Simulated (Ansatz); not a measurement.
# Quasiparticle gap of Cd5B3ClO9 (Cm)

Aim: the quasiparticle gap of Cd5B3ClO9 (Cm), starting from PBE.

Method: PBE, then G0W0 on it, plane waves, PAW, in Ansatz 0.2.0.

## 1. Starting point

It takes space group Cm (No. 8, monoclinic). The conventional cell has a = 8.172 Å, b = 16.061 Å, c = 3.474 Å, α = 90.00°, β = 99.29°, γ = 90.00°. Nearest to Cd lie 5 O at 2.17 to 2.36 Å and 1 Cl at 2.58 Å. Nearest to Cd lie 6 O at 2.28 to 2.64 Å. Nearest to Cd lie 4 O at 2.17 to 2.38 Å and 2 Cl at 2.55 to 2.63 Å. B has 3 O at 1.37 to 1.39 Å nearest. Nearest to B lie 3 O at 1.37 to 1.41 Å. Nearest to Cl lie 4 Cd at 2.55 to 2.63 Å. Farther neighbours and most contacts between anions are not listed.

The start is a cell from the Crystallography Open Database.

## 2. Relaxation

The structure is relaxed first.

This step: DFT, PBE, plane waves, PAW; PAW set soft_1.

File input.yaml:

```yaml
crystal:
  lattice:
    - [4.086, -8.0305, 0.0]
    - [4.086, 8.0305, 0.0]
    - [-0.5610688069, 0.0, 3.4284942182]
  atoms:
    - { symbol: Cd, position: [0.98952, 0.73328, 0.5692] }
    - { symbol: Cd, position: [0.73328, 0.98952, 0.5692] }
    - { symbol: Cd, position: [0.31109, 0.66231, 0.91154] }
    - { symbol: Cd, position: [0.66231, 0.31109, 0.91154] }
    - { symbol: Cd, position: [0.28934, 0.28934, 0.31388] }
    - { symbol: B, position: [0.6225, 0.6225, 0.978] }
    - { symbol: B, position: [0.9699, 0.3675, 0.3378] }
    - { symbol: B, position: [0.3675, 0.9699, 0.3378] }
    - { symbol: Cl, position: [0.0512, 0.0512, 0.7082] }
    - { symbol: O, position: [0.7765, 0.6253, 0.0207] }
    - { symbol: O, position: [0.6253, 0.7765, 0.0207] }
    - { symbol: O, position: [0.451, 0.451, 0.8758] }
    - { symbol: O, position: [0.1615, 0.4567, 0.3494] }
    - { symbol: O, position: [0.4567, 0.1615, 0.3494] }
    - { symbol: O, position: [0.1959, 0.8367, 0.1258] }
    - { symbol: O, position: [0.8367, 0.1959, 0.1258] }
    - { symbol: O, position: [0.9094, 0.4528, 0.5448] }
    - { symbol: O, position: [0.4528, 0.9094, 0.5448] }
kpoints:
  mp_grid: { grid: [4, 4, 6] }
hamiltonian:
  xc: pbe
  pseudopotentials: { kind: paw, azcp: { folder: soft_1 } }
scf:
  occupations: { method: fermi_dirac, width: 0.02 }
relax:
  f_tol: 0.02
  max_steps: 60
```

Run with:

```
$ ansatz run input.yaml --threads 2 --pin off --max-ram 92160MiB --backend cuda --events-out ev --progress --plain --runs-dir out --devices 1 --max-vram 13GiB
```

Numbers of over 12 decimals in the logs are rounded to 6 here.

Output:

```text
GPUs: using 1 of 1 available (devices: 1).
Engine: ansatz 0.2.0, x86_64-unknown-linux-gnu
Pseudopotentials: kind: paw
Pseudopotential: Cd, paw, valence charge 20, recommended cutoff 420 eV (normal), soft_1/Cd.paw.azcp
Pseudopotential: B, paw, valence charge 3, recommended cutoff 420 eV (normal), soft_1/B.paw.azcp
Pseudopotential: Cl, paw, valence charge 7, recommended cutoff 420 eV (normal), soft_1/Cl.paw.azcp
Pseudopotential: O, paw, valence charge 6, recommended cutoff 420 eV (normal), soft_1/O.paw.azcp
Functional definition: PBE
  parameter kappa = 0.804
  parameter beta = 0.066725
  exchange = pbe_x(kappa = kappa, mu = beta*pi^2/3)
  correlation = pbe_c(beta = beta)
device memory: the entry about to start is reckoned to put 3.8 GiB on a device that reports 54.5 GiB free (of which the cap on the GPU budget leaves the run 13.0 GiB)
GPU FFT provider: cuFFT
GPU libraries: cuBLAS 13.8.2, cuFFT 12.4.0, cuSOLVER 12.3.4
Crystal: 18 atoms, lattice volume = 224.996 Å³
Basis set: ecut = 420 eV, 4399 PW (Γ), exchange–correlation on 128×128×48 points (8 copies of the dense FFT grid, shifted against one another)
Bands: 103, of which v1, the nominal top of the filled ones, is band 85 counted from 1 (84 counted from 0)
Symmetry: 2 space group operations
Space group: Cm (ITA 8), of the structure as read, at distance tolerance 6.1e-5 Å
k-points: 34 of 96 (time reversal used)
Non-local potential: Cd, projectors of the file, l = 0: 3, l = 1: 2, l = 2: 2, l = 3: 1
Non-local potential: B, projectors of the file, l = 0: 2, l = 1: 2, l = 2: 1
Non-local potential: Cl, projectors of the file, l = 0: 2, l = 1: 2, l = 2: 1
Non-local potential: O, projectors of the file, l = 0: 2, l = 1: 2, l = 2: 1
PAW form: soft (Blöchl's): semilocal exchange-correlation on the pseudo side does not see the compensation charge
PAW one-centre angular grid: Cd, 590 points (default); XC on 64 Gauss nodes
PAW one-centre angular grid: B, 110 points (default); XC on 64 Gauss nodes
PAW one-centre angular grid: Cl, 110 points (default); XC on 64 Gauss nodes
PAW one-centre angular grid: O, 110 points (default); XC on 64 Gauss nodes
Initial density: superposition of atomic densities (chi_scale 0.1, normalization cell, long waves kept (reshape's long-wave potential 0.07 eV rms))
Initial wavefunctions: pseudopotential atomic-orbital guess
GPU buffer pool allocated for 98304 grid points (all kernels)
GPU transforms: local potential and band sums: pruned to the plane-wave sphere, on 64×64×24
Functional: x = pbe(κ = 0.804, μ = 0.219515), c = pbe(β = 0.066725)
SCF iter   1: F=—  HF=-47940.488636 eV  |F-HF|=—  |Δ(HF+E_count)|=         —  Δρ=9.49e-2  dr2=1.84e1  ethr=3.10e-3  ⟨swp⟩=6.0  Hψ=12604  notcnv=0  defer=18
preconditioner: auto → Resta (q_TF=auto, 2.604 Å⁻¹)  ε∞=4.5  [insulator: Δε(μ)=1.871 eV  Ē_g=15.074 eV  σ=0.020 eV  W_gap=1.00  n_scr=66 (ndim 8)  ℏωp=28.2 eV  f_vac=0.009  D(μ)=0.00/eV (n_scr^D=0)  ε∞_Penn≈4.5]
SCF iter   2: F=—  HF=-47934.801021 eV  |F-HF|=—  |Δ(HF+E_count)|=    5.69e0  Δρ=3.62e-2  dr2=3.04e0  ethr=3.10e-3  ⟨swp⟩=3.0  Hψ=7289  notcnv=0  defer=432
SCF iter   3: F=—  HF=-47934.124600 eV  |F-HF|=—  |Δ(HF+E_count)|=   6.76e-1  Δρ=1.27e-2  dr2=4.29e-1  ethr=1.79e-3  ⟨swp⟩=3.0  Hψ=5081  notcnv=0  defer=432
SCF iter   4: F=—  HF=-47934.062966 eV  |F-HF|=—  |Δ(HF+E_count)|=   6.16e-2  Δρ=2.52e-3  dr2=1.87e-2  ethr=2.53e-4  ⟨swp⟩=4.3  Hψ=7110  notcnv=0  defer=420
SCF iter   5: F=—  HF=-47934.075543 eV  |F-HF|=—  |Δ(HF+E_count)|=   1.26e-2  Δρ=5.11e-4  dr2=6.39e-4  ethr=1.10e-5  ⟨swp⟩=2.6  Hψ=5425  notcnv=0  defer=420
SCF iter   6: F=—  HF=-47934.077584 eV  |F-HF|=—  |Δ(HF+E_count)|=   2.04e-3  Δρ=1.78e-4  dr2=5.65e-5  ethr=3.76e-7  ⟨swp⟩=2.0  Hψ=5534  notcnv=0  defer=420
SCF iter   7: F=-47934.077648 eV  HF=-47934.077645 eV  |F-HF|=2.96e-6  |Δ(HF+E_count)|=   6.12e-5  Δρ=5.34e-5  dr2=5.88e-6  ethr=5.88e-9  ⟨swp⟩=4.9  Hψ=11904  notcnv=0
SCF 1 converged in 7 iterations: F = -47934.077648 eV  dr2 = 5.88e-6
  greatest PAW one-centre occupation: 1.000 electrons in one spin orbital (limit 2), on the Cd atom at site 1 (counted from 0), in its partial waves of l = 1
relax step   1: F+E_penalty+E_count = -47934.07764834 eV  Δ(F+E_penalty+E_count) = +0.000e0 eV  max|allowed force component| = 4.367e-1 eV/Å  Δτ_max = 0.0000 Å  (7 SCF iters, dr2 threshold 1.00e-5 eV, accepted)
[...]
relax step   2: F+E_penalty+E_count = -47934.07475585 eV  Δ(F+E_penalty+E_count) = +2.892e-3 eV  max|allowed force component| = 4.575e-1 eV/Å  Δτ_max = 0.0354 Å  (6 SCF iters, dr2 threshold 1.19e-5 eV, rejected (line search))
[...]
relax step   3: F+E_penalty+E_count = -47934.09341542 eV  Δ(F+E_penalty+E_count) = -1.577e-2 eV  max|allowed force component| = 2.438e-1 eV/Å  Δτ_max = 0.0165 Å  (7 SCF iters, accepted)
[...]
relax step   4: F+E_penalty+E_count = -47934.09491238 eV  Δ(F+E_penalty+E_count) = -1.497e-3 eV  max|allowed force component| = 1.138e-1 eV/Å  Δτ_max = 0.0408 Å  (6 SCF iters, dr2 threshold 3.71e-6 eV, accepted)
[...]
relax step   5: F+E_penalty+E_count = -47934.09900058 eV  Δ(F+E_penalty+E_count) = -4.088e-3 eV  max|allowed force component| = 6.693e-2 eV/Å  Δτ_max = 0.0281 Å  (5 SCF iters, dr2 threshold 2.82e-6 eV, accepted)
[...]
relax step   6: F+E_penalty+E_count = -47934.09919309 eV  Δ(F+E_penalty+E_count) = -1.925e-4 eV  max|allowed force component| = 3.256e-2 eV/Å  Δτ_max = 0.0086 Å  (5 SCF iters, dr2 threshold 9.76e-7 eV, accepted)
[...]
relax step   7: F+E_penalty+E_count = -47934.09933039 eV  Δ(F+E_penalty+E_count) = -1.373e-4 eV  max|allowed force component| = 4.649e-3 eV/Å  Δτ_max = 0.0058 Å  (6 SCF iters, accepted)
SCF converged after 6 iterations
Free energy (F): -47934.099330 eV
Harris-Foulkes:  -47934.099330 eV  (|F-HF|=1.11e-8)
Internal energy: -47934.099330 eV  (E = F + TS)
E sigma→0 (E₀):  -47934.099330 eV
Fermi energy:    9.424212 eV
--- Per-component energies (eV) ---
  E_band       = -2253.424522
  E_kinetic    = 4031.036879
  E_local      = -20559.623256  (includes V_loc(G=0)·N_el)
  E_nonlocal   = 1145.593979
  E_hartree    = 9183.810669
  E_xc         = -1629.559082
  E_vxc        = -2030.193247  (∫ρ·V_xc dr)
  E_paw        = -22868.962187  (= ΣΔE_a)
  E_vpaw       = -3207.871855  (= ΣTr[D̂ρ^β])
  E_aug_tail   = 0.008972  (compensation charges beyond the density's cutoff)
  E_ewald      = -17236.405305
  E_smearing   = -0.000000  (= −TS)
  E_closure    = 0.000000  (closes the sum)
  Σ components = -47934.099330   (vs F -47934.099330, Δ=0.00e0)
--- Forces (eV/Å), atoms counted from 1 ---
  atom   1  Cd     0.00388877    -0.00144270    -0.00175405
  atom   2  Cd     0.00388877     0.00144270    -0.00175405
  atom   3  Cd    -0.00112905     0.00168427    -0.00097834
  atom   4  Cd    -0.00112905    -0.00168427    -0.00097834
  atom   5  Cd    -0.00097164     0.00000000    -0.00138153
  atom   6  B     -0.00434270     0.00000000    -0.00014369
  atom   7  B     -0.00465155    -0.00131790    -0.00374033
  atom   8  B     -0.00465155     0.00131790    -0.00374033
  atom   9  Cl     0.00415873    -0.00000000     0.00040001
  atom  10  O      0.00009100     0.00013692     0.00237249
  atom  11  O      0.00009100    -0.00013692     0.00237249
  atom  12  O      0.00336526     0.00000000     0.00074295
  atom  13  O      0.00261641    -0.00217283    -0.00080994
  atom  14  O      0.00261641     0.00217283    -0.00080994
  atom  15  O      0.00098086    -0.00040077     0.00289817
  atom  16  O      0.00098086     0.00040077     0.00289817
  atom  17  O     -0.00292025     0.00403660     0.00216571
  atom  18  O     -0.00292025    -0.00403660     0.00216571
  max |Σ_I F_I| component: 7.48e-5 eV/Å
--- Relaxed structure (7 steps of the walk, 6 accepted, 0 SCFs on fresh bases) ---
  F+E_penalty+E_count = -47934.09933039 eV   max|allowed force component| = 4.649e-3 eV/Å
  atoms:
    - { symbol: Cd, position: [0.990390, 0.734256, 0.566266] }
    - { symbol: Cd, position: [0.734256, 0.990390, 0.566266] }
    - { symbol: Cd, position: [0.311391, 0.663002, 0.912446] }
    - { symbol: Cd, position: [0.663002, 0.311391, 0.912446] }
    - { symbol: Cd, position: [0.287176, 0.287176, 0.310257] }
    - { symbol: B, position: [0.621061, 0.621061, 0.973759] }
    - { symbol: B, position: [0.972076, 0.368902, 0.337001] }
    - { symbol: B, position: [0.368902, 0.972076, 0.337001] }
    - { symbol: Cl, position: [0.049188, 0.049188, 0.711821] }
    - { symbol: O, position: [0.775979, 0.623579, 0.019350] }
    - { symbol: O, position: [0.623579, 0.775979, 0.019350] }
    - { symbol: O, position: [0.450231, 0.450231, 0.874495] }
    - { symbol: O, position: [0.161837, 0.455260, 0.346766] }
    - { symbol: O, position: [0.455260, 0.161837, 0.346766] }
    - { symbol: O, position: [0.196635, 0.836026, 0.125224] }
    - { symbol: O, position: [0.836026, 0.196635, 0.125224] }
    - { symbol: O, position: [0.912035, 0.453415, 0.554960] }
    - { symbol: O, position: [0.453415, 0.912035, 0.554960] }
```

The job ended after 33 s (1 × NVIDIA H100 80GB HBM3 (shared by 6 runs) with 2 threads of AMD EPYC 7R13 (Zen 3), shared host; peak memory 1 GiB; 47 s of CPU time).

The steps of the relaxation:

| step | energy less that of the first step (eV) | largest force component (eV/Å) |
| --- | --- | --- |
| 1 | 0.0000 | 0.4367 |
| 2 | 0.0029 | 0.4575 |
| 3 | -0.0158 | 0.2438 |
| 4 | -0.0173 | 0.1138 |
| 5 | -0.0214 | 0.0669 |
| 6 | -0.0215 | 0.0326 |
| 7 | -0.0217 | 0.0046 |

Relaxation step 2 was tried and not accepted.

The run keeps the 2 symmetry operations that it works with, so distortions that break them were not tested.

The atoms that moved most (Å):

| atom | dx | dy | dz | length |
| --- | --- | --- | --- | --- |
| O18 | 0.008 | 0.016 | 0.035 | 0.039 |
| O17 | 0.008 | -0.016 | 0.035 | 0.039 |
| Cl9 | -0.018 | 0.000 | 0.012 | 0.022 |
| Cd5 | -0.016 | 0.000 | -0.012 | 0.020 |
| B6 | -0.009 | 0.000 | -0.015 | 0.017 |
| O13 | -0.003 | -0.014 | -0.009 | 0.017 |
| O14 | -0.003 | 0.014 | -0.009 | 0.017 |
| B7 | 0.015 | -0.006 | -0.003 | 0.017 |

Final coordinates:

```cif
data_structure
_symmetry_space_group_name_H-M 'P 1'
_symmetry_Int_Tables_number 1
_cell_length_a 9.0102
_cell_length_b 9.0102
_cell_length_c 3.4741
_cell_angle_alpha 94.200
_cell_angle_beta 94.200
_cell_angle_gamma 126.065
_cell_volume 225.00
loop_
_atom_site_label
_atom_site_type_symbol
_atom_site_fract_x
_atom_site_fract_y
_atom_site_fract_z
_atom_site_occupancy
Cd1 Cd 0.99039 0.73426 0.56627 1
Cd2 Cd 0.73426 0.99039 0.56627 1
Cd3 Cd 0.31139 0.66300 0.91245 1
Cd4 Cd 0.66300 0.31139 0.91245 1
Cd5 Cd 0.28718 0.28718 0.31026 1
B6 B 0.62106 0.62106 0.97376 1
B7 B 0.97208 0.36890 0.33700 1
B8 B 0.36890 0.97208 0.33700 1
Cl9 Cl 0.04919 0.04919 0.71182 1
O10 O 0.77598 0.62358 0.01935 1
O11 O 0.62358 0.77598 0.01935 1
O12 O 0.45023 0.45023 0.87450 1
O13 O 0.16184 0.45526 0.34677 1
O14 O 0.45526 0.16184 0.34677 1
O15 O 0.19664 0.83603 0.12522 1
O16 O 0.83603 0.19664 0.12522 1
O17 O 0.91204 0.45341 0.55496 1
O18 O 0.45341 0.91204 0.55496 1
```

(Part 1 of 3 ends here.)

[Paths, hosts, dates, memory and timing lines, banners, echoed tables and standing remarks are left out of the program output.]

[Logs are printed without paths, hosts, clocks, repeated set-up lines and the standing remarks that a program may print on its own settings, such as how far it seeks lower states.]

[Runs of the session that timed out or met a known fault of the program may be left out.]

[Cells called generated may have been cut or substituted from an entry of the Crystallography Open Database or the Materials Project.]

[Hosts, paths, dates, database ids (printed as entryN), source tags and the programs' standing remarks are cut or masked in the printed files.]

[Where an RPA ε∞ is given, it is that of the G0W0 mesh and is not shown converged in it. Names of k-points follow the symmetry that the program found, which can be lower than the space group named. Band edges on a path are those of the sampled points; other points can move an edge, and change direct to indirect where valleys lie close.]

[Hybrid gaps are those of their k-mesh and are not shown converged in it.]
